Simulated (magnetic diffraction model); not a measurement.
# Zr3Fe2Pb3: what an assumed order does to the neutron pattern

Space group Cmcm (no. 63), a = 4.3310 Å, b = 11.3520 Å, c = 14.6440 Å.

| site | atom | x | y | z |
| --- | --- | --- | --- | --- |
| 4c | Pb | 0 | 0.3337 | 3/4 |
| 8f | Pb | 1/2 | 0.1112 | 0.9570 |
| 4c | Zr | 1/2 | 0.1340 | 3/4 |
| 8f | Zr | 1/2 | 0.4230 | 0.8885 |
| 8f | Fe | 1/2 | 0.2808 | 0.4175 |

The compound is invented for this exercise: a known structure type with other elements, its cell scaled to their sizes and not relaxed.

Only Fe is taken to order (form factors of Fe2+); orders and moment sizes are assumed, and not adapted to the symmetry. Radiation: neutrons of λ = 2.0775 Å, 3° to 50°; isotropic B of 0.1 Å² (Pb), 0.14 Å² (Zr) and 0.14 Å² (Fe). Simulated constant-wavelength pattern: nuclear and magnetic terms add, the magnetic one as |2.695 fm × Σ f S⊥ exp(2πi Q·r) exp(−B s²)|², summed over all Q at one angle with the factor 1/(sin²θ cos θ). For a modulated order the moment at position r is S exp(−2πi k·r) + c.c., with S = m/2 for a sine wave of amplitude m and S = m(u + iv)/2 for moments turning in a plane, u and v being orthogonal unit vectors in it; the phase factor of the sum at Q = H + k is then exp(2πi H·r). Free-ion form factors, Sears's scattering lengths of 1992, no absorption; a label names one of the reflections at its angle. The strongest nuclear line in the range is 100, and lines under 0.2 are left out.

Assume the order k = (1/5 0 0), a sine wave with moments along [010] (amplitudes given), 1.36 μB on Fe; signs + at (1/2, 0.2808, 0.4175), + at (0, 0.2192, 0.5825), + at (1/2, 0.2808, 0.0825), + at (0, 0.2192, 0.9175).

Predict the pattern, nuclear and magnetic parts apart.

```csv
2θ (°),index,nuclear,magnetic
5.50,(1/5 0 0),0.0,18.4
16.31,(0 0 2),21.5,0.0
17.23,(1/5 0 2),0.0,0.9
21.09,(0 2 0),13.0,0.0
25.90,(4/5 1 1),0.0,0.5
27.36,(1/5 2 2),0.0,0.2
29.75,(1 1 0),5.7,0.0
30.89,(1 1 1),3.7,0.0
32.60,(0 2 3),11.0,0.0
32.97,(0 0 4),0.3,0.0
35.01,(4/5 1 3),0.0,1.1
36.15,(6/5 1 1),0.0,0.3
39.47,(0 2 4),0.6,0.0
42.76,(1 3 0),13.1,0.0
42.94,(0 4 0),11.2,0.0
43.36,(6/5 1 3),0.0,0.7
43.60,(1 3 1),63.7,0.0
43.78,(0 4 1),2.4,0.0
44.99,(1 1 4),84.0,0.0
46.05,(1 3 2),13.2,0.0
46.23,(0 4 2),0.3,0.0
46.76,(4/5 3 3),0.0,0.2
47.04,(0 2 5),26.9,0.0
49.93,(1 3 3),100.0,0.0
```

The strongest magnetic line in the range is (1/5 0 0) at 5.50° (18.4). On top of the Lorentz factor, which all lines share, magnetic lines fade with angle because f falls: for Fe2+ it is 0.90, 0.68, 0.45 and 0.15 at sin θ/λ = 0.1, 0.2, 0.3 and 0.5 Å⁻¹, while nuclear lengths stay constant. The order has no net moment.

[Logs are printed without paths, hosts, clocks, repeated set-up lines and the standing remarks that a program may print on its own settings, such as how far it seeks lower states.]
